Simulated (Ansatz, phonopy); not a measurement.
# Grüneisen parameters and expansion of Ir (Iridium, Fm-3m), part 3 of 3

Wanted: mode Grüneisen parameters of Iridium and a free-energy fit over volumes.

Ansatz 0.2.0; DFT LDA, scalar-relativistic, plane waves, PAW; PAW set soft_1.

So far. Step 8 (Single point at a scaled cell, V/V0 0.985): The run ends at a pressure of 6.39 GPa. Step 9 (Phonons, V/V0 0.985): No mode is imaginary beyond numerical noise at the solved wavevectors.

The database entry behind the starting cell differs from later determinations by our own check (0.1 to 0.3 % short, probably kX units), so it need not match the best structure at ambient conditions.

### Step 10. A cell at another volume, V/V0 1.03

Symmetry fixes every atom, so a single point at the scaled cell gives the energy and pressure of this member.

input.yaml reads:

```yaml
crystal:
  lattice:
    - [0.0, 1.9240897137, 1.9240897137]
    - [1.9240897137, 0.0, 1.9240897137]
    - [1.9240897137, 1.9240897137, 0.0]
  atoms:
    - { symbol: Ir, position: [0.0, 0.0, 0.0] }
kpoints:
  mp_grid: { grid: [20, 20, 20] }
hamiltonian:
  xc: lda
  pseudopotentials: { kind: paw, azcp: { folder: soft_1 }, xc_functional: pbe }
scf:
  occupations: { method: methfessel_paxton, width: 0.2 }
  lower_state_search: "off"
output:
  forces: true
  stress: true
  eigenvalues: true
```

The run is started by

```bash
$ ansatz run input.yaml --threads 8 --pin off --max-ram 16384MiB --backend cpu --events-out ev --progress --plain --runs-dir out
```

Numbers of over 12 decimals in the logs are rounded to 6 here.

The log of the run:

```text
[...]
Crystal: 1 atoms, lattice volume = 14.246 Å³
Basis set: ecut = 420 eV, 283 PW (Γ)
Bands: 13, of which v1, the nominal top of the filled ones, is band 9 counted from 1 (8 counted from 0)
Symmetry: 48 space group operations
[...]
k-points: 256 of 8000
[...]
--- Band table (eV; the first three rows and the last of 256) ---
  k-point 0: bands = [... 5 lower, 21.3436, 21.3436, 21.3436, 24.0372, 24.0372, 38.9030, 44.3145, 44.3145]
  k-point 1: bands = [... 5 lower, 21.2838, 21.3920, 21.3920, 24.0051, 24.0051, 39.0959, 43.7827, 44.4994]
  k-point 2: bands = [... 5 lower, 21.1258, 21.5227, 21.5227, 23.9296, 23.9296, 39.6366, 42.6365, 45.0417]
  k-point 255: bands = [... 5 lower, 20.3757, 20.3757, 23.4215, 26.6797, 33.2005, 34.1895, 34.1895, 38.4781]
[key lines of the parts left out:]
SCF converged after 6 iterations
Free energy (F): -11664.543377 eV
Fermi energy:    25.162250 eV
P = ⅓ Tr σ = -11.1636 GPa (-111.636 kbar)
```

Wall time 0.63 s (8 threads of Arm Neoverse V1, shared host); peak memory 0.31 GiB.

The run ends at a pressure of -11.16 GPa.

### Step 11. Phonons, V/V0 1.03

Phonons at this volume give one point of F(V, T); meshes stay fixed along the series.

input.yaml, the sections that differ from step 10:

```yaml
output:
  eigenvalues: true
phonons:
  method: dfpt
  qmesh: [4, 4, 4]
  temperatures: { t_max: 1000, t_step: 50 }
  qpath:
    path:
      - [[0.0, 0.0, 0.0], [0.5, 0.0, 0.5], [0.625, 0.25, 0.625]]
      - [[0.375, 0.375, 0.75], [0.0, 0.0, 0.0], [0.5, 0.5, 0.5], [0.5, 0.25, 0.75], [0.5, 0.0, 0.5]]
    npoints: 10
# crystal, kpoints, hamiltonian, scf: as in step 10
```

The log of the run:

```text
[...]
Crystal: 1 atoms, lattice volume = 14.246 Å³
Basis set: ecut = 420 eV, 283 PW (Γ), exchange–correlation on 40×40×40 points (8 copies of the dense FFT grid, shifted against one another)
Bands: 13, of which v1, the nominal top of the filled ones, is band 9 counted from 1 (8 counted from 0)
Symmetry: 48 space group operations
k-points: 256 of 8000
[...]
k-point 255: bands = [... 5 lower, 20.3757, 20.3757, 23.4215, 26.6797, 33.2005, 34.1895, 34.1895, 38.4781]
[...]
ASR residual: 1.295e-4 → 0.000e0 eV/Å²; symmetrization residual: 3.335e-12 eV/Å²
  ASR residual per site (eV/Å²): 1.29e-4
  Γ frequencies (cm⁻¹): 0.00 0.00 0.00
--- Phonons (arbitrary-q DFPT): 8 irreducible q on the 4×4×4 mesh ---
[...]
interpolated dispersion: 62 rows × 3 modes
[...]
[key lines of the parts left out:]
SCF converged after 7 iterations
Free energy (F): -11664.543377 eV
Fermi energy:    25.162260 eV
```

It took 87 s on 8 threads; peak memory 3.6 GiB.

No mode is imaginary beyond numerical noise at the solved wavevectors.

### Step 12. A cell at another volume, V/V0 0.97

Symmetry fixes every atom, so a single point at the scaled cell gives the energy and pressure of this member.

input.yaml, the sections that differ from step 11:

```yaml
crystal:
  lattice:
    - [0.0, 1.8859788627, 1.8859788627]
    - [1.8859788627, 0.0, 1.8859788627]
    - [1.8859788627, 1.8859788627, 0.0]
  atoms:
    - { symbol: Ir, position: [0.0, 0.0, 0.0] }
output:
  forces: true
  stress: true
  eigenvalues: true
  write_density: true
  write_potential: true
  elf: true
  volumetric_format: npy
# kpoints, hamiltonian, scf: as in step 11
# phonons: removed
```

The log of the run:

```text
[...]
Crystal: 1 atoms, lattice volume = 13.417 Å³
Basis set: ecut = 420 eV, 259 PW (Γ)
Bands: 13, of which v1, the nominal top of the filled ones, is band 9 counted from 1 (8 counted from 0)
Symmetry: 48 space group operations
[...]
k-points: 256 of 8000
[...]
--- Band table (eV; the first three rows and the last of 256) ---
  k-point 0: bands = [... 5 lower, 22.9620, 22.9620, 22.9620, 25.9199, 25.9199, 40.6960, 46.4485, 46.4485]
  k-point 1: bands = [... 5 lower, 22.8956, 23.0146, 23.0146, 25.8832, 25.8832, 40.9070, 45.9057, 46.6499]
  k-point 2: bands = [... 5 lower, 22.7210, 23.1568, 23.1568, 25.7965, 25.7965, 41.4981, 44.7457, 47.2409]
  k-point 255: bands = [... 5 lower, 21.9309, 21.9309, 25.2126, 28.8438, 35.7465, 36.6148, 36.6148, 41.1476]
[key lines of the parts left out:]
SCF converged after 6 iterations
Free energy (F): -11664.541470 eV
Fermi energy:    27.146919 eV
P = ⅓ Tr σ = 13.3718 GPa (133.718 kbar)
```

Wall time 0.79 s (8 threads); peak memory 0.31 GiB; 4.2 s of CPU time.

The run ends at a pressure of 13.37 GPa.

### Step 13. Lattice dynamics at this volume, V/V0 0.97

Phonons at this volume give one point of F(V, T); meshes stay fixed along the series.

input.yaml, the sections that differ from step 12:

```yaml
output:
  eigenvalues: true
phonons:
  method: dfpt
  qmesh: [4, 4, 4]
  temperatures: { t_max: 1000, t_step: 50 }
  qpath:
    path:
      - [[0.0, 0.0, 0.0], [0.5, 0.0, 0.5], [0.625, 0.25, 0.625]]
      - [[0.375, 0.375, 0.75], [0.0, 0.0, 0.0], [0.5, 0.5, 0.5], [0.5, 0.25, 0.75], [0.5, 0.0, 0.5]]
    npoints: 10
# crystal, kpoints, hamiltonian, scf: as in step 12
```

The log of the run:

```text
[...]
Crystal: 1 atoms, lattice volume = 13.417 Å³
Basis set: ecut = 420 eV, 259 PW (Γ), exchange–correlation on 36×36×36 points (8 copies of the dense FFT grid, shifted against one another)
Bands: 13, of which v1, the nominal top of the filled ones, is band 9 counted from 1 (8 counted from 0)
Symmetry: 48 space group operations
k-points: 256 of 8000
[...]
k-point 255: bands = [... 5 lower, 21.9309, 21.9309, 25.2127, 28.8438, 35.7465, 36.6148, 36.6148, 41.1476]
[...]
ASR residual: 4.677e-5 → 0.000e0 eV/Å²; symmetrization residual: 1.137e-11 eV/Å²
  ASR residual per site (eV/Å²): 4.68e-5
  Γ frequencies (cm⁻¹): 0.00 0.00 0.00
--- Phonons (arbitrary-q DFPT): 8 irreducible q on the 4×4×4 mesh ---
[...]
interpolated dispersion: 62 rows × 3 modes
[...]
[key lines of the parts left out:]
SCF converged after 7 iterations
Free energy (F): -11664.541470 eV
Fermi energy:    27.146924 eV
```

It took 81 s on 8 threads; peak memory 3.5 GiB; 9.4 min of CPU time.

No mode is imaginary beyond numerical noise at the solved wavevectors.

### Step 14. Single point at a scaled cell, V/V0 1.05

Symmetry fixes every atom, so a single point at the scaled cell gives the energy and pressure of this member.

The cell differs from the one that the last finished run ended in (a 2.667 → 2.739 Å, b 2.667 → 2.739 Å, c 2.667 → 2.739 Å).

input.yaml, the sections that differ from step 13:

```yaml
crystal:
  lattice:
    - [0.0, 1.9364636211, 1.9364636211]
    - [1.9364636211, 0.0, 1.9364636211]
    - [1.9364636211, 1.9364636211, 0.0]
  atoms:
    - { symbol: Ir, position: [0.0, 0.0, 0.0] }
output:
  forces: true
  stress: true
  eigenvalues: true
# kpoints, hamiltonian, scf: as in step 13
# phonons: removed
```

The log of the run:

```text
[...]
Crystal: 1 atoms, lattice volume = 14.523 Å³
Basis set: ecut = 420 eV, 283 PW (Γ)
Bands: 13, of which v1, the nominal top of the filled ones, is band 9 counted from 1 (8 counted from 0)
Symmetry: 48 space group operations
[...]
k-points: 256 of 8000
[...]
--- Band table (eV; the first three rows and the last of 256) ---
  k-point 0: bands = [... 5 lower, 20.8424, 20.8424, 20.8424, 23.4561, 23.4561, 38.3442, 43.6485, 43.6485]
  k-point 1: bands = [... 5 lower, 20.7847, 20.8896, 20.8896, 23.4253, 23.4253, 38.5315, 43.1198, 43.8282]
  k-point 2: bands = [... 5 lower, 20.6318, 21.0168, 21.0168, 23.3531, 23.3531, 39.0566, 41.9772, 44.3553]
  k-point 255: bands = [... 5 lower, 19.8958, 19.8958, 22.8675, 26.0138, 32.4155, 33.4429, 33.4429, 37.6556]
[key lines of the parts left out:]
SCF converged after 6 iterations
Free energy (F): -11664.518475 eV
Fermi energy:    24.550329 eV
P = ⅓ Tr σ = -17.5517 GPa (-175.517 kbar)
```

Elapsed: 0.65 s, on 8 threads; peak memory 0.31 GiB.

The run ends at a pressure of -17.55 GPa.

### Step 15. Phonons, V/V0 1.05

The same q-mesh and k-mesh are kept at every volume, so that much of their error can cancel in the differences.

input.yaml, the sections that differ from step 14:

```yaml
output:
  eigenvalues: true
phonons:
  method: dfpt
  qmesh: [4, 4, 4]
  temperatures: { t_max: 1000, t_step: 50 }
  qpath:
    path:
      - [[0.0, 0.0, 0.0], [0.5, 0.0, 0.5], [0.625, 0.25, 0.625]]
      - [[0.375, 0.375, 0.75], [0.0, 0.0, 0.0], [0.5, 0.5, 0.5], [0.5, 0.25, 0.75], [0.5, 0.0, 0.5]]
    npoints: 10
# crystal, kpoints, hamiltonian, scf: as in step 14
```

The log of the run:

```text
[...]
Crystal: 1 atoms, lattice volume = 14.523 Å³
Basis set: ecut = 420 eV, 283 PW (Γ), exchange–correlation on 40×40×40 points (8 copies of the dense FFT grid, shifted against one another)
Bands: 13, of which v1, the nominal top of the filled ones, is band 9 counted from 1 (8 counted from 0)
Symmetry: 48 space group operations
k-points: 256 of 8000
[...]
k-point 255: bands = [... 5 lower, 19.8958, 19.8958, 22.8675, 26.0138, 32.4155, 33.4429, 33.4429, 37.6556]
[...]
ASR residual: 1.234e-4 → 0.000e0 eV/Å²; symmetrization residual: 1.576e-11 eV/Å²
  ASR residual per site (eV/Å²): 1.23e-4
  Γ frequencies (cm⁻¹): 0.00 0.00 0.00
--- Phonons (arbitrary-q DFPT): 8 irreducible q on the 4×4×4 mesh ---
[...]
interpolated dispersion: 62 rows × 3 modes
[...]
[key lines of the parts left out:]
SCF converged after 7 iterations
Free energy (F): -11664.518475 eV
Fermi energy:    24.550339 eV
```

It took 85 s on 8 threads; peak memory 3.7 GiB.

No LO-TO term. Phonon branches along the path, in cm⁻¹:

```csv
point,branch 1,branch 2,branch 3
Γ,0,0,0
halfway,106,106,168
X,132,132,173
halfway,132,138,168
U,132,150,156
jump to K,132,150,156
halfway,101,105,164
Γ,0,0,0
halfway,82,82,153
L,108,108,178
halfway,126,135,166
W,147,147,150
halfway,135,141,164
X,132,132,173
```

The phonon branches as a text plot (rows in cm⁻¹):

```
    177 |       *****                         ******
    169 |      *     ***     ***             *      ***       ***
    162 |               **  *   *                      **    *
    154 |                 **                *            * **
    147 |    **          ***     *                      ******
    139 |              **   *                          **   ***
    132 |         ********** **            *         ***      ***
    124 |   *    *          ***   **                ***
    117 |       *              *                   **
    109 |      *                          *     ****
    102 |                       *             **
     94 |                                    *
     87 |  * **                  *  *
     79 |                                *  *
     72 |   *                     **       *
     64 |                         **
     56 |                                 *
     49 |  *                        **
     41 | *                             **
     34 |
     26 | *                          *
     19 |                               *
     11 |
      4 |*                            **
         Γ           X  U|K            Γ         L        W     X
```

No mode is imaginary beyond numerical noise at the solved wavevectors.

### Step 16. Mode Grüneisen parameters

This step: DFT LDA, scalar-relativistic, plane waves, PAW; PAW set soft_1 (phonopy 4.10.0).

Numbers from this step:

| Quantity | Value |
| --- | --- |
| share of modes with a negative Grüneisen parameter | 0 |

Mean Grüneisen, by row:

```csv
T (K),heat-capacity-weighted mean,root mean square
50,2.314,2.337
100,2.407,2.43
200,2.436,2.459
300,2.442,2.464
500,2.445,2.467
800,2.446,2.468
```

Table of mean mode Grueneisen parameter by wavenumber:

```csv
wavenumber (cm⁻¹),mean mode Grueneisen parameter
3.5,-
10.4,-
17.3,1.82
24.3,2.31
31.2,1.51
38.1,2.08
45.0,1.9
52.0,1.94
58.9,1.98
65.8,2
72.8,2.09
79.7,1.92
86.6,2.08
93.5,2.02
100.5,2.05
107.4,2.14
114.3,2.06
121.3,2.1
128.2,2.16
135.1,2.23
142.1,2.32
149.0,2.43
155.9,2.56
162.8,2.63
169.8,2.72
176.7,2.65
183.6,2.76
190.6,2.74
197.5,2.72
204.4,2.79
```

Volume series, by row:

| V/V0 | V (Å³/atom) | pressure (GPa) | E - E0 (meV/atom) | gap (eV) | zero-point energy (meV/atom) | lowest on the path (cm⁻¹) | highest at Gamma without the LO-TO term (cm⁻¹) |
| --- | --- | --- | --- | --- | --- | --- | --- |
| 0.97 | 13.42 | 13.37 | 16.85 | 0 | 30.58 | 0 | - |
| 0.985 | 13.62 | 6.386 | 4.098 | 0 | 29.48 | 0 | - |
| 1 | 13.83 | 0 | 0 | 0 | 28.4 | 0 | - |
| 1.015 | 14.04 | -5.835 | 3.802 | 0 | 27.34 | 0 | - |
| 1.03 | 14.25 | -11.16 | 14.84 | 0 | 26.31 | 0 | - |
| 1.05 | 14.52 | -17.55 | 39.71 | 0 | 24.96 | 0 | - |

Grüneisen at points, by row:

```csv
point,branch,frequency (cm⁻¹),mode Grüneisen parameter
X,1,150.3,2.53
X,3,201.6,2.92
U,1,148.2,2.27
U,2,173.3,2.8
U,3,182.7,2.99
K,1,148.2,2.27
K,2,173.3,2.8
K,3,182.7,2.99
L,1,119.6,1.96
L,3,207.8,2.93
W,1,168.8,2.37
W,2,171.7,2.93
```

### Step 17. Free-energy fit

This step gave:

- volume expansion coefficient at 300 K: 17.88 1e-6/K
- isothermal bulk modulus at 300 K: 393.0 GPa
- C_P at 300 K: 24.18 J/mol-atom/K
- Grüneisen parameter at 300 K: 2.469

Energy (each curve on its own zero) against volume; values in meV/atom:

| volume (Å³/atom) | static | F at 0 K | F at 300 K | F at 1300 K |
| --- | --- | --- | --- | --- |
| 13.416 | 16.9 | 19.6 | 24.5 | 48.4 |
| 13.624 | 4.1 | 5.73 | 8.79 | 23.6 |
| 13.832 | 0 | 0.55 | 1.73 | 7.24 |
| 14.039 | 3.8 | 3.3 | 2.53 | -1.42 |
| 14.246 | 14.8 | 13.3 | 10.5 | -3.07 |
| 14.523 | 39.7 | 36.8 | 31.2 | 4.5 |

Phonopy-qha, vinet fit of F(V) at each temperature; no electronic free energy. Qha vinet, by row:

```csv
T (K),fitted volume (Å³/atom),alpha_V (1e-6/K),B_T (GPa),C_P (J/mol-atom/K),Grueneisen
100,13.87,12.03,401.8,16.92,2.381
150,13.88,15.2,399.7,21.01,2.433
200,13.89,16.62,397.5,22.75,2.452
250,13.9,17.39,395.3,23.65,2.462
300,13.91,17.88,393,24.18,2.469
350,13.92,18.24,390.7,24.53,2.476
400,13.94,18.52,388.3,24.78,2.482
450,13.95,18.76,386,24.98,2.487
500,13.96,18.97,383.6,25.14,2.493
550,13.98,19.17,381.3,25.27,2.499
600,13.99,19.35,378.9,25.39,2.504
650,14,19.53,376.5,25.5,2.51
700,14.02,19.71,374,25.61,2.515
750,14.03,19.89,371.6,25.7,2.521
800,14.05,20.06,369.1,25.8,2.527
850,14.06,20.24,366.6,25.89,2.533
900,14.07,20.42,364.2,25.98,2.538
950,14.09,20.59,361.7,26.08,2.544
1000,14.1,20.78,359.1,26.17,2.55
1050,14.12,20.96,356.6,26.26,2.556
1100,14.13,21.15,354,26.35,2.563
1150,14.15,21.34,351.5,26.44,2.569
1200,14.16,21.53,348.9,26.54,2.575
1250,14.18,21.73,346.3,26.63,2.582
```

Volume expansion coefficient, phonopy-qha, Vinet against temperature:

| temperature (K) | volume expansion coefficient, phonopy-qha, Vinet (1e-6/K) |
| --- | --- |
| 75 | 8.96 |
| 125 | 14.0 |
| 150 | 15.2 |
| 200 | 16.6 |
| 250 | 17.4 |
| 275 | 17.7 |
| 325 | 18.1 |
| 375 | 18.4 |
| 400 | 18.5 |
| 450 | 18.8 |
| 500 | 19.0 |
| 525 | 19.1 |
| 575 | 19.3 |
| 625 | 19.4 |
| 650 | 19.5 |
| 700 | 19.7 |
| 725 | 19.8 |
| 775 | 20.0 |
| 825 | 20.1 |
| 850 | 20.2 |
| 900 | 20.4 |
| 950 | 20.6 |
| 975 | 20.7 |
| 1025 | 20.9 |
| 1075 | 21.1 |
| 1100 | 21.1 |
| 1150 | 21.3 |
| 1200 | 21.5 |
| 1225 | 21.6 |
| 1275 | 21.8 |

The fit gives a volume expansion of 17.9 × 10⁻⁶/K at 300 K.

### Step 18. Summary of results

```json
{"volume expansion coefficient at 300 K": "17.88 1e-6/K", "isothermal bulk modulus at 300 K": "393.0 GPa", "C_P at 300 K": "24.18 J/mol-atom/K", "Grüneisen parameter at 300 K": "2.469", "mean mode Grüneisen parameter at 300 K": "2.44"}
```

Near room temperature Iridium expands by 17.9 × 10⁻⁶/K in volume by LDA, with C_P = 24.2 J/(mol K) per mole of atoms and B_T = 393 GPa. The q-mesh is coarse, and the expansion can converge slowly with it. C_P at room temperature is 97 % of the classical 3R an atom. The fit leaves out the electrons' free energy, which adds to C_P and to the expansion of a metal at high temperature. The heat-capacity-weighted Grüneisen parameter goes from 2.31 at 50 K to 2.45 at 800 K. Weighting γ by the density of states and each mode's heat capacity at 300 K, modes below 70 cm⁻¹ give about 1 % of the sum of γC that drives the expansion, those up to 140 cm⁻¹ 29 % and the rest 69 %. Among the labelled points γ is largest for branch 3 at U (183 cm⁻¹, 3.0) and smallest for branch 1 at L (120 cm⁻¹, 2.0). The PAW files were made for PBE and are used here under another functional, for which the program regenerates the frozen cores.

[Logs are printed without paths, hosts, clocks, repeated set-up lines and the standing remarks that a program may print on its own settings, such as how far it seeks lower states.]

[Hosts, paths, dates, database ids (printed as entryN), source tags and the programs' standing remarks are cut or masked in the printed files.]

[A step with changed settings may run another functional than the one named; its input shows which.]

[Of the runs on displaced cells, only some may be shown.]
